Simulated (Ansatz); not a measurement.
# Which magnetic ion is it?

A crystal has the composition La2MO4, where M is a 3d element. A calculation (PBE+U, spin-orbit coupling in second variation, Ansatz) gives:

```
S                    : 1
g                    : ⊥ 2.1551, ∥ 2.1168
moment in its sphere : 1.64 μB
```

**Question.** Which ion is it, and why?

The crystal is La2NiO4, space group I4/mmm. The spin sits on Ni, with 6 O at 1.94 to 2.28 Å round it. With the usual charges of the other elements M must be +2. High-spin ions of that charge with S = 1 are d8 and d2, Ni and Ti; the sign of the g shift picks Ni²⁺ d⁸. Low-spin ions are left aside. The shift is positive: in a shell more than half full the orbital moment adds to the spin.

[Logs are printed without paths, hosts, clocks, repeated set-up lines and the standing remarks that a program may print on its own settings, such as how far it seeks lower states.]

[Hosts, paths, dates, database ids (printed as entryN), source tags and the programs' standing remarks are cut or masked in the printed files.]
